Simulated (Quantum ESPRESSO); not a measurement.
## How volume moves the moments of Co

Aim: follow moments and order energies of Co with volume.

Main program and level: Quantum ESPRESSO 7.5; PBE; plane waves with GBRV 1.5 PBE potentials, no spin-orbit coupling.

## 1. The starting structure

It takes space group P6_3/mmc (No. 194, hexagonal). The conventional cell has a = 2.507 Å, b = 2.507 Å, c = 4.070 Å, α = 90.00°, β = 90.00°, γ = 120.00°. Nearest to Co lie 12 Co at 2.50 to 2.51 Å.

The lattice constants were typed from memory of published values and not checked against a source.

## 2. Volume 0.91, ferro ++

All lengths scale alike; the factor is that of the volume. Atoms keep their fractional places. Seeded atoms are those given a starting moment.

The input, pw.in:

```
&CONTROL
  calculation = 'scf'
  prefix = 'pwscf'
  outdir = './tmp'
  pseudo_dir = './pseudo'
  disk_io = 'nowf'
  tprnfor = .true.
  tstress = .true.
/
&SYSTEM
  ibrav = 0
  celldm(1) = 8
  nat = 2
  ntyp = 1
  ecutwfc = 40
  ecutrho = 280
  nbnd = 26
  occupations = 'smearing'
  smearing = 'fd'
  degauss = 0.00367493
  nspin = 2
  starting_magnetization(1) = 0.1176
/
&ELECTRONS
  conv_thr = 4d-09
  electron_maxstep = 150
  mixing_beta = 0.3
/
ATOMIC_SPECIES
Co     58.9332 co_pbe_v1.2.uspp.F.UPF
CELL_PARAMETERS alat
   0.5738658018441    0.0000000000000    0.0000000000000
  -0.2869329009221    0.4969824343413    0.0000000000000
   0.0000000000000    0.0000000000000    0.9316449196267
ATOMIC_POSITIONS crystal
Co      0.3333333300    0.6666666700    0.2500000000
Co      0.6666666700    0.3333333300    0.7500000000
K_POINTS automatic
16 16 8 0 0 0
```

Run with:

```
OMP_NUM_THREADS=1 mpirun -n 4 pw.x -nk 4 -in pw.in > pw.out
```

Log:

```text
Program PWSCF v.7.5 starts

     Message from routine setup:
     using ibrav=0 with symmetry is DISCOURAGED, use correct ibrav instead

     K-points division:     npool     =       4
     Subspace diagonalization in iterative solution of the eigenvalue problem:

     bravais-lattice index     =            0
     lattice parameter (alat)  =       8.0000  a.u.
     unit-cell volume          =     136.0416 (a.u.)^3
     number of atoms/cell      =            2
     number of atomic types    =            1
     number of electrons       =        34.00
     number of Kohn-Sham states=           26
     kinetic-energy cutoff     =      40.0000  Ry
     charge density cutoff     =     280.0000  Ry
     scf convergence threshold =      4.0E-09
     mixing beta               =       0.3000
     number of iterations used =            8  plain     mixing
     Exchange-correlation= SLA  PW   PBE  PBE
                           (   1   4   3   4   0   0   0)

     celldm(1)=   8.000000  celldm(2)=   0.000000  celldm(3)=   0.000000
     celldm(4)=   0.000000  celldm(5)=   0.000000  celldm(6)=   0.000000

     crystal axes: (cart. coord. in units of alat)
               a(1) = (   0.573866   0.000000   0.000000 )
               a(2) = (  -0.286933   0.496982   0.000000 )
               a(3) = (   0.000000   0.000000   0.931645 )

     reciprocal axes: (cart. coord. in units 2 pi/alat)
               b(1) = (  1.742568  1.006072 -0.000000 )
               b(2) = (  0.000000  2.012144  0.000000 )
               b(3) = (  0.000000 -0.000000  1.073370 )

     PseudoPot. # 1 for Co read from file:
     co_pbe_v1.2.uspp.F.UPF
     Pseudo is Ultrasoft + core correction, Zval = 17.0

     atomic species   valence    mass     pseudopotential
     Co               17.00    58.93320     Co( 1.00)

     Starting magnetic structure
     atomic species   magnetization
     Co              0.118

     24 Sym. Ops., with inversion, found (12 have fractional translation)

   Cartesian axes

     site n.     atom                  positions (alat units)
         1        Co     tau(   1) = (  -0.0000000   0.3313216   0.2329112  )
         2        Co     tau(   2) = (   0.2869329   0.1656608   0.6987337  )

     number of k points=   150  Fermi-Dirac smearing, width (Ry)=  0.0037

     Number of k-points >= 100: set verbosity='high' to print them.

     Dense  grid:    10755 G-vectors     FFT dimensions: (  25,  25,  40)

     Smooth grid:     4627 G-vectors     FFT dimensions: (  20,  20,  32)

     Check: negative core charge=   -0.000058
     Generating pointlists ...
     new r_m :   0.2358 (alat units)  1.8864 (a.u.) for type    1

     Initial potential from superposition of free atoms

     starting charge      32.0000, renormalised to      34.0000
     Starting wfcs are   26 randomized atomic wfcs

     Self-consistent Calculation

     iteration #  1     ecut=    40.00 Ry     beta= 0.30
     Davidson diagonalization with overlap
     ethr =  1.00E-02,  avg # of iterations =  4.7

     total energy              =    -594.24368831 Ry
     estimated scf accuracy    <      13.22896902 Ry

     total magnetization       =     2.04 Bohr mag/cell
     absolute magnetization    =     2.08 Bohr mag/cell

     iteration #  2     ecut=    40.00 Ry     beta= 0.30
     Davidson diagonalization with overlap
     ethr =  1.00E-02,  avg # of iterations =  2.1

     total energy              =    -596.91637694 Ry
     estimated scf accuracy    <       0.30354294 Ry

     total magnetization       =     3.10 Bohr mag/cell
     absolute magnetization    =     3.25 Bohr mag/cell

     [... further iterations left out ...]

     iteration # 10     ecut=    40.00 Ry     beta= 0.30
     Davidson diagonalization with overlap
     ethr =  5.42E-10,  avg # of iterations =  1.5

     total energy              =    -596.97214594 Ry
     estimated scf accuracy    <          7.6E-09 Ry

     total magnetization       =     3.14 Bohr mag/cell
     absolute magnetization    =     3.47 Bohr mag/cell

     iteration # 11     ecut=    40.00 Ry     beta= 0.30
     Davidson diagonalization with overlap
     ethr =  2.23E-11,  avg # of iterations =  1.5

     Magnetic moment per site  (integrated on atomic sphere of radius R)
     atom   1 (R=0.236)  charge= 15.5413  magn=  1.6447
     atom   2 (R=0.236)  charge= 15.5413  magn=  1.6447

     End of self-consistent calculation

     Number of k-points >= 100: set verbosity='high' to print the bands.

     the Fermi energy is    20.1987 ev

!    total energy              =    -596.97214600 Ry
     estimated scf accuracy    <          4.9E-10 Ry
     smearing contrib. (-TS)   =      -0.00083468 Ry
     internal energy E=F+TS    =    -596.97131132 Ry

     The total energy is F=E-TS. E is the sum of the following terms:
     one-electron contribution =    -293.23792186 Ry
     hartree contribution      =     170.68567321 Ry
     xc contribution           =     -65.47263624 Ry
     ewald contribution        =    -408.94642643 Ry

     total magnetization       =     3.14 Bohr mag/cell
     absolute magnetization    =     3.47 Bohr mag/cell

     convergence has been achieved in  11 iterations

     Forces acting on atoms (cartesian axes, Ry/au):

     atom    1 type  1   force =    -0.00000000   -0.00000000    0.00000000
     atom    2 type  1   force =     0.00000000    0.00000000    0.00000000

     Total force =     0.000000     Total SCF correction =     0.000000

     Computing stress (Cartesian axis) and pressure

          total   stress  (Ry/bohr**3)                   (kbar)     P=      187.00
   0.00130370   0.00000000  -0.00000000          191.78        0.00       -0.00
   0.00000000   0.00130370  -0.00000000            0.00      191.78       -0.00
   0.00000000   0.00000000   0.00120612            0.00        0.00      177.43

=------------------------------------------------------------------------------=
   JOB DONE.
=------------------------------------------------------------------------------=
```

The job ended after 12 s (4 MPI ranks of Arm Neoverse V2, shared host; peak memory 0.29 GiB; 49 s of CPU time).

Spin moment in the atom's sphere by atom:

```csv
atom,spin moment in the atom's sphere (μB)
Co1,1.64
Co2,1.64
```

This step gave:

| Property | Result |
| --- | --- |
| smearing term TS | 0.01136 eV |
| pressure | 18.70 GPa |
| magnetization | 3.136 μB |
| absolute magnetization | 3.47 μB |
| final state | ferromagnetic |

## 3. Volume 0.91, no spin polarisation

pw.in: that of step 2 with these lines changed.

```diff
@@ -16,3 +16,3 @@
   ecutrho = 280
-  nbnd = 26
+  nbnd = 24
   occupations = 'smearing'
@@ -20,4 +20,2 @@
   degauss = 0.00367493
-  nspin = 2
-  starting_magnetization(1) = 0.1176
 /
```

Log:

```text
     [... lines left out ...]
Program PWSCF v.7.5 starts
     [... lines left out ...]
     number of atoms/cell      =            2
     [... lines left out ...]
     number of electrons       =        34.00
     number of Kohn-Sham states=           24
     kinetic-energy cutoff     =      40.0000  Ry
     charge density cutoff     =     280.0000  Ry
     scf convergence threshold =      4.0E-09
     [... lines left out ...]
     24 Sym. Ops., with inversion, found (12 have fractional translation)
     [... lines left out ...]
     number of k points=   150  Fermi-Dirac smearing, width (Ry)=  0.0037
     [... lines left out ...]
     iteration #  8     ecut=    40.00 Ry     beta= 0.30
     [... lines left out ...]
     the Fermi energy is    20.1517 ev
!    total energy              =    -596.94026688 Ry
     estimated scf accuracy    <          3.8E-09 Ry
     smearing contrib. (-TS)   =      -0.00331162 Ry
     [... lines left out ...]
     convergence has been achieved in   8 iterations
     [... lines left out ...]
     Total force =     0.000000     Total SCF correction =     0.000000
     [... lines left out ...]
          total   stress  (Ry/bohr**3)                   (kbar)     P=       62.67
     [... lines left out ...]
```

The job ended after 5 s (4 MPI ranks; peak memory 0.25 GiB; 20 s of CPU time).

Numbers from this step:

| Item | Value |
| --- | --- |
| smearing term TS | 0.04506 eV |
| pressure | 6.267 GPa |
| final state | non-magnetic (no spin polarisation) |

## 4. Volume 1.09, ferro ++

pw.in: that of step 3 with these lines changed.

```diff
@@ -16,3 +16,3 @@
   ecutrho = 280
-  nbnd = 24
+  nbnd = 26
   occupations = 'smearing'
@@ -20,2 +20,4 @@
   degauss = 0.00367493
+  nspin = 2
+  starting_magnetization(1) = 0.1176
 /
@@ -29,5 +31,5 @@
 CELL_PARAMETERS alat
-   0.5738658018441    0.0000000000000    0.0000000000000
-  -0.2869329009221    0.4969824343413    0.0000000000000
-   0.0000000000000    0.0000000000000    0.9316449196267
+   0.6094508868039    0.0000000000000    0.0000000000000
+  -0.3047254434031    0.5278000263530    0.0000000000000
+   0.0000000000000    0.0000000000000    0.9894156798160
 ATOMIC_POSITIONS crystal
```

Log:

```text
     [... lines left out ...]
Program PWSCF v.7.5 starts
     [... lines left out ...]
     number of atoms/cell      =            2
     [... lines left out ...]
     number of electrons       =        34.00
     number of Kohn-Sham states=           26
     kinetic-energy cutoff     =      40.0000  Ry
     charge density cutoff     =     280.0000  Ry
     scf convergence threshold =      4.0E-09
     [... lines left out ...]
     24 Sym. Ops., with inversion, found (12 have fractional translation)
     [... lines left out ...]
     number of k points=   150  Fermi-Dirac smearing, width (Ry)=  0.0037
     [... lines left out ...]
     iteration # 11     ecut=    40.00 Ry     beta= 0.30
     [... lines left out ...]
     Magnetic moment per site  (integrated on atomic sphere of radius R)
     atom   1 (R=0.250)  charge= 15.6699  magn=  1.8363
     atom   2 (R=0.250)  charge= 15.6699  magn=  1.8363
     [... lines left out ...]
     the Fermi energy is    16.2554 ev
!    total energy              =    -596.96792186 Ry
     estimated scf accuracy    <          1.1E-09 Ry
     smearing contrib. (-TS)   =      -0.00125512 Ry
     [... lines left out ...]
     total magnetization       =     3.49 Bohr mag/cell
     absolute magnetization    =     3.90 Bohr mag/cell
     convergence has been achieved in  11 iterations
     [... lines left out ...]
     Total force =     0.000000     Total SCF correction =     0.000000
     [... lines left out ...]
          total   stress  (Ry/bohr**3)                   (kbar)     P=     -171.06
     [... lines left out ...]
```

It took 14 s on 4 MPI ranks; peak memory 0.32 GiB; 54 s of CPU time.

Numbers from this step:

- smearing term TS: 0.01708 eV
- pressure: -17.11 GPa
- magnetization: 3.489 μB
- absolute magnetization: 3.898 μB
- final state: ferromagnetic
- largest moment: 1.836 μB

## 5. Trends

The runs not shown differ from these in the moved quantity alone.

States, by row:

```csv
volume,ferro ++,no spin polarisation
0.91,ferromagnetic,non-magnetic
0.94,ferromagnetic,non-magnetic
0.97,ferromagnetic,non-magnetic
1,ferromagnetic,non-magnetic
1.03,ferromagnetic,non-magnetic
1.06,ferromagnetic,non-magnetic
1.09,ferromagnetic,non-magnetic
```

Table of largest site moment, ferro ++ by volume:

```csv
volume (factor),"largest site moment, ferro ++ (μB)"
0.9100,1.64
0.9400,1.66
0.9700,1.69
1.0000,1.74
1.0300,1.78
1.0600,1.81
1.0900,1.84
```

Energy less that of the parallel start, no spin polarisation against volume:

```csv
volume (factor),"energy less that of the parallel start, no spin polarisation (meV a seeded atom)"
0.9100,217
0.9400,242
0.9700,267
1.0000,291
1.0300,314
1.0600,337
1.0900,360
```

Energy over the lowest against volume; values in meV an atom:

```csv
volume (factor),ferro ++,no spin polarisation
0.9100,41.2,258
0.9400,11.9,254
0.9700,0,267
1.0000,2.12,293
1.0300,15.5,330
1.0600,38.6,376
1.0900,70.0,430
```

## 6. Results

```yaml
moment_parallel_start: 1.64 to 1.84 μB
states_met_from_these_starts: ferromagnetic
```

In words: The moment of the parallel start goes from 1.64 μB at 0.91 to 1.84 μB at 1.09. The net moment of the cell goes from 3.14 to 3.49 μB. The radius of the spheres follows the nearest distance, so part of the change of the site moments is the spheres'. Only a parallel start was run beside the spinless one, so opposed or spiral orders, which may lie lower, are not probed.

[Logs and program files are shortened in this print: banners, set-up blocks, solver, clock and traceback lines can be left out without a mark of their own.]

[Logs are printed without paths, hosts, clocks, repeated set-up lines and the standing remarks that a program may print on its own settings, such as how far it seeks lower states.]

[Hosts, paths, dates, database ids (printed as entryN), source tags and the programs' standing remarks are cut or masked in the printed files.]

[Where a cell is said to come from a database of computed structures, the database is the Materials Project.]
